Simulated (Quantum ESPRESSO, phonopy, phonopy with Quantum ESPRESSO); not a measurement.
# Grüneisen parameters and expansion of KBr (Fm-3m), part 2 of 2

Aim: how the vibrations of KBr shift with volume, and the expansion that follows.

Experimental results on record:
- volume expansion coefficient 116.1 1e-6/K and heat capacity C_P per formula unit 52.3 J/mol/K near room temperature (given in “High-Throughput Prediction of Finite-Temperature Properties using the Quasi-Harmonic Approximation”, 2016, arXiv:1603.06924)
- volume expansion coefficient 117.6 1e-6/K near room temperature (given in “Descriptors for thermal expansion in solids”, 2017, arXiv:1701.03966)

Quantum ESPRESSO 7.5; DFT LDA, scalar-relativistic, plane waves, GBRV ultrasoft pseudopotentials.

So far. Step 13 (Ground state at this cell, V/V0 0.98): The run ends at a pressure of 0.10 GPa. Step 14 (Born charges and dielectric tensor): The Born charges sum to zero within 0.013 e; the rest is removed before use. Acoustic frequencies in this log differ from zero by the error of the sum rule, which ph.x does not impose.

## Step 16: Phonons, V/V0 0.98

This step: DFT LDA, scalar-relativistic, plane waves, GBRV ultrasoft pseudopotentials (phonopy with Quantum ESPRESSO 4.10.0 / 7.5).

Wall time 6.2 min (4 threads of Arm Neoverse V1, shared host); 25 min of CPU time.

Phonopy, LO-TO term from ph.x's tensors. Phonon branches along the path, in cm⁻¹:

| point | branch 1 | branch 2 | branch 3 | branch 4 | branch 5 | branch 6 |
| --- | --- | --- | --- | --- | --- | --- |
| Γ | 0 | 0 | 0 | 141 | 141 | 180 |
| halfway | 31 | 31 | 95 | 145 | 145 | 149 |
| X | 37 | 37 | 68 | 146 | 146 | 154 |
| halfway | 44 | 50 | 66 | 144 | 146 | 154 |
| U | 59 | 62 | 74 | 137 | 146 | 153 |
| jump to K | 59 | 62 | 74 | 137 | 146 | 153 |
| halfway | 37 | 75 | 84 | 122 | 147 | 162 |
| Γ | 0 | 0 | 0 | 141 | 141 | 180 |
| halfway | 55 | 55 | 68 | 133 | 133 | 173 |
| L | 86 | 86 | 102 | 119 | 119 | 162 |
| halfway | 71 | 71 | 92 | 126 | 140 | 156 |
| W | 55 | 55 | 88 | 128 | 152 | 152 |
| halfway | 44 | 63 | 65 | 140 | 148 | 154 |
| X | 37 | 37 | 68 | 146 | 146 | 154 |

No mode is imaginary beyond numerical noise along the path. The highest zone-centre mode (no LO–TO term) moved by +4.5 % for a volume change of -2.0 %.

The time given is that of the 2 pw.x runs on displaced cells behind this step.

## Step 17: Self-consistent run, V/V0 1.04

This step: DFT LDA, scalar-relativistic, plane waves, GBRV ultrasoft pseudopotentials (Quantum ESPRESSO 7.5).

System of this step: KBr. Symmetry: Fm-3m, No. 225, cubic system. Conventional cell: a = 6.423 Å, b = 6.423 Å, c = 6.423 Å, α = 90.00°, β = 90.00°, γ = 90.00°. Nearest to K lie 6 Br at 3.21 Å. Nearest to Br lie 6 K at 3.21 Å. Farther neighbours and most contacts between anions are not listed.

scf.in reads:

```
&CONTROL
  calculation = 'scf'
  prefix      = 'x'
  outdir      = './tmp'
  pseudo_dir  = './pseudo'
  tprnfor     = .true.
  tstress     = .true.
/
&SYSTEM
  ibrav       = 0
  nat         = 2
  ntyp        = 2
  ecutwfc     = 40.0
  ecutrho     = 240.0
  occupations = 'fixed'
  nbnd        = 10
/
&ELECTRONS
  conv_thr         = 1.0d-12
  mixing_beta      = 0.7
  electron_maxstep = 100
/
ATOMIC_SPECIES
 K      39.0983  K.upf
 Br     79.9040  Br.upf
CELL_PARAMETERS angstrom
     0.000000000    3.211630887    3.211630887
     3.211630887    0.000000000    3.211630887
     3.211630887    3.211630887    0.000000000
ATOMIC_POSITIONS crystal
 K      0.000000000   0.000000000   0.000000000
 Br     0.500000000   0.500000000   0.500000000
K_POINTS automatic
 6 6 6 0 0 0
```

Launch:

```sh
$ OMP_NUM_THREADS=1 mpirun -n 4 pw.x -nk 4 -in scf.in > scf.out
```

Run time: 5.5 s. Hardware: 4 MPI ranks; 22 s of CPU time.

The run ends at a pressure of -1.11 GPa.

## Step 18: Zone-centre response

ph.in reads:

```
phonons
&INPUTPH
  prefix = 'x'
  outdir = './tmp'
  fildyn = 'x.dyn'
  tr2_ph = 1.0d-18
  epsil  = .true.
/
0.000000000 0.000000000 0.000000000
```

scf.in is that of step 17.

Launch:

```sh
$ OMP_NUM_THREADS=1 mpirun -n 4 ph.x -nk 4 -in ph.in > ph.out
```

The job ended after 68 s (4 MPI ranks; 4.5 min of CPU time).

The Born charges sum to zero within 0.012 e; the rest is removed before use. Acoustic frequencies in this log differ from zero by the error of the sum rule, which ph.x does not impose.

## Step 19: Forces on a displaced cell

System of this step: KBr. Symmetry: Imm2, No. 44, orthorhombic system. The conventional cell has a = 9.084 Å, b = 12.847 Å, c = 9.084 Å, α = 90.00°, β = 90.00°, γ = 90.00°. Nearest to K lie 6 Br at 3.20 to 3.23 Å. K has 6 Br at 3.21 Å nearest. Nearest to K lie 6 Br at 3.21 Å. Nearest to Br lie 6 K at 3.21 Å. Farther neighbours and most contacts between anions are not listed.

disp-00001.in reads:

```
&CONTROL
  calculation = 'scf'
  prefix      = 'x'
  outdir      = './tmp'
  pseudo_dir  = './pseudo'
  tprnfor     = .true.
  disk_io     = 'none'
/
&SYSTEM
  ibrav       = 0
  nat         = 16
  ntyp        = 2
  ecutwfc     = 40.0
  ecutrho     = 240.0
  occupations = 'fixed'
  nbnd        = 66
/
&ELECTRONS
  conv_thr         = 1.0d-11
  mixing_beta      = 0.7
  electron_maxstep = 100
/
ATOMIC_SPECIES
 K      39.0983  K.upf
 Br     79.9040  Br.upf
CELL_PARAMETERS angstrom
     0.000000000    6.423261773    6.423261773
     6.423261773    0.000000000    6.423261773
     6.423261773    6.423261773    0.000000000
ATOMIC_POSITIONS crystal
 K      0.002201706   0.000000000   0.000000000
 K      0.500000000   0.000000000   0.000000000
 K      0.000000000   0.500000000   0.000000000
 K      0.500000000   0.500000000   0.000000000
 K      0.000000000   0.000000000   0.500000000
 K      0.500000000   0.000000000   0.500000000
 K      0.000000000   0.500000000   0.500000000
 K      0.500000000   0.500000000   0.500000000
 Br     0.250000000   0.250000000   0.250000000
 Br     0.750000000   0.250000000   0.250000000
 Br     0.250000000   0.750000000   0.250000000
 Br     0.750000000   0.750000000   0.250000000
 Br     0.250000000   0.250000000   0.750000000
 Br     0.750000000   0.250000000   0.750000000
 Br     0.250000000   0.750000000   0.750000000
 Br     0.750000000   0.750000000   0.750000000
K_POINTS automatic
 3 3 3 0 0 0
```

Launch:

```sh
$ OMP_NUM_THREADS=1 mpirun -n 2 pw.x -nk 2 -in disp-00001.in > disp-00001.out
```

It took 6.4 min on 2 MPI ranks; 13 min of CPU time.

## Step 20: Lattice dynamics at this volume, V/V0 1.04

This step: DFT LDA, scalar-relativistic, plane waves, GBRV ultrasoft pseudopotentials (phonopy with Quantum ESPRESSO 4.10.0 / 7.5).

It took 6.4 min on 4 threads.

No mode is imaginary beyond numerical noise along the path. The highest zone-centre mode (no LO–TO term) moved by -8.6 % for a volume change of +4.0 %.

The time given is that of the 2 pw.x runs on displaced cells behind this step.

## Step 21: Ground state at this cell, V/V0 1.06

This step: DFT LDA, scalar-relativistic, plane waves, GBRV ultrasoft pseudopotentials (Quantum ESPRESSO 7.5).

System of this step: KBr. Symmetry: Fm-3m, No. 225, cubic system. Conventional cell: a = 6.464 Å, b = 6.464 Å, c = 6.464 Å, α = 90.00°, β = 90.00°, γ = 90.00°. Nearest to K lie 6 Br at 3.23 Å. Nearest to Br lie 6 K at 3.23 Å. Farther neighbours and most contacts between anions are not listed.

Changes to scf.in since step 18:

```diff
@@ -26,5 +26,5 @@
 CELL_PARAMETERS angstrom
-     0.000000000    3.211630887    3.211630887
-     3.211630887    0.000000000    3.211630887
-     3.211630887    3.211630887    0.000000000
+     0.000000000    3.232087686    3.232087686
+     3.232087686    0.000000000    3.232087686
+     3.232087686    3.232087686    0.000000000
 ATOMIC_POSITIONS crystal
```

Launch:

```sh
$ OMP_NUM_THREADS=1 mpirun -n 4 pw.x -nk 4 -in scf.in > scf.out
```

Elapsed: 5.7 s, on 4 MPI ranks; 22 s of CPU time.

The run ends at a pressure of -1.43 GPa.

## Step 22: Born charges and dielectric tensor

ph.in is that of step 18.

scf.in is that of step 21.

Launch:

```sh
$ OMP_NUM_THREADS=1 mpirun -n 4 ph.x -nk 4 -in ph.in > ph.out
```

The job ended after 71 s (4 MPI ranks).

The Born charges sum to zero within 0.012 e; the rest is removed before use. Acoustic frequencies in this log differ from zero by the error of the sum rule, which ph.x does not impose.

## Step 23: A displaced supercell

System of this step: KBr. Symmetry: Imm2, No. 44, orthorhombic system. Conventional cell: a = 9.142 Å, b = 12.928 Å, c = 9.142 Å, α = 90.00°, β = 90.00°, γ = 90.00°. K has 6 Br at 3.22 to 3.25 Å nearest. Nearest to K lie 6 Br at 3.23 Å. K has 6 Br at 3.23 Å nearest. Nearest to Br lie 6 K at 3.23 Å. Farther neighbours and most contacts between anions are not listed.

Changes to disp-00001.in since step 19:

```diff
@@ -26,7 +26,7 @@
 CELL_PARAMETERS angstrom
-     0.000000000    6.423261773    6.423261773
-     6.423261773    0.000000000    6.423261773
-     6.423261773    6.423261773    0.000000000
+     0.000000000    6.464175372    6.464175372
+     6.464175372    0.000000000    6.464175372
+     6.464175372    6.464175372    0.000000000
 ATOMIC_POSITIONS crystal
- K      0.002201706   0.000000000   0.000000000
+ K      0.002187771   0.000000000   0.000000000
  K      0.500000000   0.000000000   0.000000000
```

Launch:

```sh
$ OMP_NUM_THREADS=1 mpirun -n 2 pw.x -nk 2 -in disp-00001.in > disp-00001.out
```

Wall time 7 min (2 MPI ranks); 14 min of CPU time.

## Step 24: Phonons, V/V0 1.06

This step: DFT LDA, scalar-relativistic, plane waves, GBRV ultrasoft pseudopotentials (phonopy with Quantum ESPRESSO 4.10.0 / 7.5).

The job ended after 7 min (4 threads; 28 min of CPU time).

Phonopy, LO-TO term from ph.x's tensors. The phonon branches at the labelled points (cm⁻¹):

| point | branch 1 | branch 2 | branch 3 | branch 4 | branch 5 | branch 6 |
| --- | --- | --- | --- | --- | --- | --- |
| Γ | 0 | 0 | 0 | 118 | 118 | 162 |
| halfway | 33 | 33 | 80 | 121 | 121 | 135 |
| X | 41 | 41 | 71 | 121 | 121 | 127 |
| halfway | 45 | 51 | 69 | 119 | 122 | 127 |
| U | 54 | 64 | 69 | 113 | 124 | 127 |
| jump to K | 54 | 64 | 69 | 113 | 124 | 127 |
| halfway | 39 | 62 | 73 | 102 | 123 | 146 |
| Γ | 0 | 0 | 0 | 118 | 118 | 162 |
| halfway | 47 | 47 | 61 | 111 | 111 | 156 |
| L | 72 | 72 | 92 | 100 | 100 | 146 |
| halfway | 65 | 65 | 82 | 106 | 116 | 136 |
| W | 58 | 58 | 75 | 110 | 126 | 126 |
| halfway | 47 | 58 | 68 | 117 | 123 | 127 |
| X | 41 | 41 | 71 | 121 | 121 | 127 |

No mode is imaginary beyond numerical noise along the path. The highest zone-centre mode (no LO–TO term) moved by -12.7 % for a volume change of +6.0 %.

The time given is that of the 2 pw.x runs on displaced cells behind this step.

## Step 25: Self-consistent run, V/V0 1.085

This step: DFT LDA, scalar-relativistic, plane waves, GBRV ultrasoft pseudopotentials (Quantum ESPRESSO 7.5).

System of this step: KBr. Symmetry: Fm-3m, No. 225, cubic system. The conventional cell has a = 6.515 Å, b = 6.515 Å, c = 6.515 Å, α = 90.00°, β = 90.00°, γ = 90.00°. K has 6 Br at 3.26 Å nearest. Nearest to Br lie 6 K at 3.26 Å. Farther neighbours and most contacts between anions are not listed.

Changes to scf.in since step 22:

```diff
@@ -26,5 +26,5 @@
 CELL_PARAMETERS angstrom
-     0.000000000    3.232087686    3.232087686
-     3.232087686    0.000000000    3.232087686
-     3.232087686    3.232087686    0.000000000
+     0.000000000    3.257299997    3.257299997
+     3.257299997    0.000000000    3.257299997
+     3.257299997    3.257299997    0.000000000
 ATOMIC_POSITIONS crystal
```

Launch:

```sh
$ OMP_NUM_THREADS=1 mpirun -n 4 pw.x -nk 4 -in scf.in > scf.out
```

Elapsed: 6.3 s, on 4 MPI ranks; 25 s of CPU time.

The run ends at a pressure of -1.76 GPa.

## Step 26: Born charges and dielectric tensor

ph.in is that of step 22.

scf.in is that of step 25.

Launch:

```sh
$ OMP_NUM_THREADS=1 mpirun -n 4 ph.x -nk 4 -in ph.in > ph.out
```

Elapsed: 72 s, on 4 MPI ranks.

The Born charges sum to zero within 0.012 e; the rest is removed before use. Acoustic frequencies in this log differ from zero by the error of the sum rule, which ph.x does not impose.

## Step 27: A displaced supercell

System of this step: KBr. It takes space group Imm2 (No. 44, orthorhombic). Conventional cell: a = 9.213 Å, b = 13.029 Å, c = 9.213 Å, α = 90.00°, β = 90.00°, γ = 90.00°. Nearest to K lie 6 Br at 3.24 to 3.27 Å. Nearest to K lie 6 Br at 3.26 Å. Nearest to Br lie 6 K at 3.26 Å. Farther neighbours and most contacts between anions are not listed.

Changes to disp-00001.in since step 23:

```diff
@@ -26,7 +26,7 @@
 CELL_PARAMETERS angstrom
-     0.000000000    6.464175372    6.464175372
-     6.464175372    0.000000000    6.464175372
-     6.464175372    6.464175372    0.000000000
+     0.000000000    6.514599994    6.514599994
+     6.514599994    0.000000000    6.514599994
+     6.514599994    6.514599994    0.000000000
 ATOMIC_POSITIONS crystal
- K      0.002187771   0.000000000   0.000000000
+ K      0.002170837   0.000000000   0.000000000
  K      0.500000000   0.000000000   0.000000000
```

Launch:

```sh
$ OMP_NUM_THREADS=1 mpirun -n 2 pw.x -nk 2 -in disp-00001.in > disp-00001.out
```

The job ended after 7.3 min (2 MPI ranks; 15 min of CPU time).

## Step 28: Phonons, V/V0 1.085

This step: DFT LDA, scalar-relativistic, plane waves, GBRV ultrasoft pseudopotentials (phonopy with Quantum ESPRESSO 4.10.0 / 7.5).

Run time: 7.3 min. Hardware: 4 threads; 29 min of CPU time.

No mode is imaginary beyond numerical noise along the path. The highest zone-centre mode (no LO–TO term) moved by -17.8 % for a volume change of +8.5 %.

The time given is that of the 2 pw.x runs on displaced cells behind this step.

## Step 29: Mode Grüneisen parameters

This step: DFT LDA, scalar-relativistic, plane waves, GBRV ultrasoft pseudopotentials (phonopy 4.10.0).

Numbers from this step:

```
share of modes with a negative Grüneisen parameter : 0.108
```

Mean Grüneisen, by row:

| T (K) | heat-capacity-weighted mean | root mean square |
| --- | --- | --- |
| 50 | 1.228 | 1.586 |
| 100 | 1.428 | 1.707 |
| 200 | 1.482 | 1.739 |
| 300 | 1.492 | 1.745 |
| 500 | 1.498 | 1.748 |
| 800 | 1.5 | 1.749 |

Mean mode Grueneisen parameter against wavenumber:

| wavenumber (cm⁻¹) | mean mode Grueneisen parameter |
| --- | --- |
| 2.9 | - |
| 8.7 | - |
| 14.6 | 0.488 |
| 20.4 | 0.212 |
| 26.2 | 0.357 |
| 32.1 | 0.393 |
| 37.9 | -0.163 |
| 43.7 | -0.12 |
| 49.6 | 0.442 |
| 55.4 | 0.56 |
| 61.2 | 0.669 |
| 67.1 | 0.862 |
| 72.9 | 1.36 |
| 78.7 | 1.69 |
| 84.5 | 1.48 |
| 90.4 | 1.56 |
| 96.2 | 1.56 |
| 102.0 | - |
| 107.9 | - |
| 113.7 | 2.24 |
| 119.5 | 2.23 |
| 125.4 | 2.2 |
| 131.2 | 2.23 |
| 137.0 | 2.22 |
| 142.9 | 2.19 |
| 148.7 | 1.89 |
| 154.5 | 1.5 |
| 160.3 | 1.38 |
| 166.2 | 1.34 |
| 172.0 | 1.33 |

Volume series, by row:

| V/V0 | V (Å³/atom) | pressure (GPa) | E - E0 (meV/atom) | gap (eV) | zero-point energy (meV/atom) | lowest on the path (cm⁻¹) | highest at Gamma without the LO-TO term (cm⁻¹) |
| --- | --- | --- | --- | --- | --- | --- | --- |
| 0.98 | 31.22 | 0.095 | 2.218 | 4.425 | 19.58 | 0 | 140.8 |
| 1 | 31.85 | -0.354 | 0 | 4.363 | 18.91 | 0 | 134.7 |
| 1.02 | 32.49 | -0.751 | -0.474 | 4.304 | 18.27 | 0 | 128.8 |
| 1.04 | 33.13 | -1.111 | 0.892 | 4.248 | 17.66 | 0 | 123.1 |
| 1.06 | 33.76 | -1.427 | 3.594 | 4.194 | 17.05 | 0 | 117.6 |
| 1.085 | 34.56 | -1.763 | 8.2 | 4.131 | 16.31 | 0 | 110.7 |

Table of optical frequency at Gamma without the LO-TO term, mode 4 by V/V0:

| V/V0 | optical frequency at Gamma without the LO-TO term, mode 4 (cm⁻¹) |
| --- | --- |
| 0.9800 | 141 |
| 1.0000 | 135 |
| 1.0200 | 129 |
| 1.0400 | 123 |
| 1.0600 | 118 |
| 1.0850 | 111 |

Grüneisen at points, by row:

| point | branch | frequency (cm⁻¹) | mode Grüneisen parameter |
| --- | --- | --- | --- |
| Γ | 4 | 134.7 | 2.23 |
| Γ | 6 | 175.4 | 1.33 |
| X | 1 | 38.5 | -1.36 |
| X | 3 | 69.2 | -0.66 |
| X | 4 | 139.8 | 2.33 |
| X | 6 | 147 | 2.32 |
| U | 1 | 57.7 | 1.1 |
| U | 2 | 62.6 | -0.68 |
| U | 3 | 72.6 | 0.89 |
| U | 4 | 130.5 | 2.33 |
| U | 5 | 140 | 2.06 |
| U | 6 | 146.3 | 2.29 |
| K | 1 | 57.7 | 1.1 |
| K | 2 | 62.6 | -0.68 |
| K | 3 | 72.6 | 0.89 |
| K | 4 | 130.5 | 2.33 |
| K | 5 | 140 | 2.06 |
| K | 6 | 146.3 | 2.29 |
| L | 1 | 82.1 | 2.16 |
| L | 3 | 99.5 | 1.46 |
| L | 4 | 114.2 | 2.18 |
| L | 6 | 157.9 | 1.36 |
| W | 1 | 56.4 | -0.78 |
| W | 3 | 84.5 | 1.97 |
| W | 4 | 123.2 | 1.96 |
| W | 5 | 144.7 | 2.29 |

The printed pressures lie 0.64 GPa below −dE/dV of the same runs on average, in a series that spans 1.9 GPa: energy and stress disagree, as they do when the basis is incomplete, so the pressures are not converged, and volume, bulk modulus and expansion from the fit are rough.

## Step 30: Quasi-harmonic fit by phonopy

This step gave:

```yaml
volume_expansion_coefficient_at_300_k: 131.1 1e-6/K
isothermal_bulk_modulus_at_300_k: 14.87 GPa
c_p_at_300_k: 26.03 J/mol-atom/K
grueneisen_parameter_at_300_k: 1.599
```

Energy (each curve on its own zero) against volume; values in meV/atom:

| volume (Å³/atom) | static | F at 0 K | F at 300 K | F at 600 K |
| --- | --- | --- | --- | --- |
| 31.22 | 2.69 | 4.31 | 8.8 | 14.7 |
| 31.85 | 0.47 | 1.42 | 4.2 | 7.79 |
| 32.49 | 0 | 0.3 | 1.32 | 2.61 |
| 33.13 | 1.37 | 1.06 | 0.34 | -0.64 |
| 33.76 | 4.07 | 3.16 | 0.6 | -2.74 |
| 34.56 | 8.67 | 7.02 | 2.02 | -4.41 |

Phonopy-qha, vinet fit of F(V) at each temperature; no electronic free energy. Qha vinet, by row:

| T (K) | fitted volume (Å³/atom) | alpha_V (1e-6/K) | B_T (GPa) | C_P (J/mol-atom/K) | Grueneisen |
| --- | --- | --- | --- | --- | --- |
| 75 | 32.58 | 63.76 | 20.26 | 18.56 | 1.371 |
| 100 | 32.64 | 77.83 | 19.79 | 21.22 | 1.447 |
| 125 | 32.71 | 87.03 | 19.28 | 22.69 | 1.485 |
| 150 | 32.78 | 93.99 | 18.73 | 23.59 | 1.509 |
| 175 | 32.86 | 99.97 | 18.15 | 24.21 | 1.526 |
| 200 | 32.95 | 105.6 | 17.54 | 24.68 | 1.541 |
| 225 | 33.04 | 111.3 | 16.91 | 25.07 | 1.555 |
| 250 | 33.13 | 117.4 | 16.25 | 25.4 | 1.569 |
| 275 | 33.23 | 123.9 | 15.57 | 25.72 | 1.584 |
| 300 | 33.34 | 131.1 | 14.87 | 26.03 | 1.599 |
| 325 | 33.45 | 139.2 | 14.14 | 26.36 | 1.616 |
| 350 | 33.57 | 148.5 | 13.38 | 26.71 | 1.633 |
| 375 | 33.7 | 159.2 | 12.6 | 27.09 | 1.652 |
| 400 | 33.84 | 171.8 | 11.8 | 27.53 | 1.673 |
| 425 | 33.99 | 186.7 | 10.97 | 28.05 | 1.695 |
| 450 | 34.16 | 204.6 | 10.11 | 28.66 | 1.719 |

The volume expansion coefficient, phonopy-qha, Vinet by temperature:

| temperature (K) | volume expansion coefficient, phonopy-qha, Vinet (1e-6/K) |
| --- | --- |
| 75 | 63.8 |
| 100 | 77.8 |
| 125 | 87.0 |
| 150 | 94.0 |
| 175 | 100.0 |
| 200 | 106 |
| 225 | 111 |
| 250 | 117 |
| 275 | 124 |
| 300 | 131 |
| 325 | 139 |
| 350 | 148 |
| 375 | 159 |
| 400 | 172 |
| 425 | 187 |
| 450 | 205 |

The fit gives a volume expansion of 131 × 10⁻⁶/K at 300 K.

## Step 31: What came out

* volume expansion coefficient at 300 K: 131.1 1e-6/K
* isothermal bulk modulus at 300 K: 14.87 GPa
* C_P at 300 K: 26.03 J/mol-atom/K
* Grüneisen parameter at 300 K: 1.599
* mean mode Grüneisen parameter at 300 K: 1.49

In words: Near room temperature KBr expands by 131 × 10⁻⁶/K in volume by LDA, with C_P = 26.0 J/(mol K) per mole of atoms and B_T = 14.9 GPa. The table stops at 450 K because beyond it the fitted volume comes within 1 % of the largest computed cell, where the fit loses its support. C_P at room temperature is 104 % of the classical 3R an atom. A measured volume expansion coefficient near room temperature is 116.1 1e-6/K (arXiv:1603.06924); the calculated 131 1e-6/K differs by +13 %. A measured heat capacity per formula unit near room temperature is 52.3 J/mol/K (arXiv:1603.06924); the calculated 52.1 J/mol/K agrees within half a per cent. The heat-capacity-weighted Grüneisen parameter goes from 1.23 at 50 K to 1.5 at 800 K; 11 % of the modes stiffen on expansion. Weighting γ by the density of states and each mode's heat capacity at 300 K, modes below 60 cm⁻¹ give about 4 % of the sum of γC that drives the expansion, those up to 120 cm⁻¹ 36 % and the rest 60 %. Among the labelled points γ is largest for branch 4 at X (140 cm⁻¹, 2.3) and most negative for branch 1 at X (38.5 cm⁻¹, -1.4). The printed pressures lie 0.64 GPa below −dE/dV of the same runs on average, in a series that spans 1.9 GPa: energy and stress disagree, as they do when the basis is incomplete, so the pressures are not converged, and volume, bulk modulus and expansion from the fit are rough. The supercell is 7.5 Å across at its narrowest and was not tested against a larger one: only its own wavevectors are exact, and acoustic branches between them, with the entropy at low temperature, can be off.

[Logs are printed without paths, hosts, clocks, repeated set-up lines and the standing remarks that a program may print on its own settings, such as how far it seeks lower states.]

[Hosts, paths, dates, database ids (printed as entryN), source tags and the programs' standing remarks are cut or masked in the printed files.]

[A step with changed settings may run another functional than the one named; its input shows which.]

[Of the runs on displaced cells, only some may be shown.]
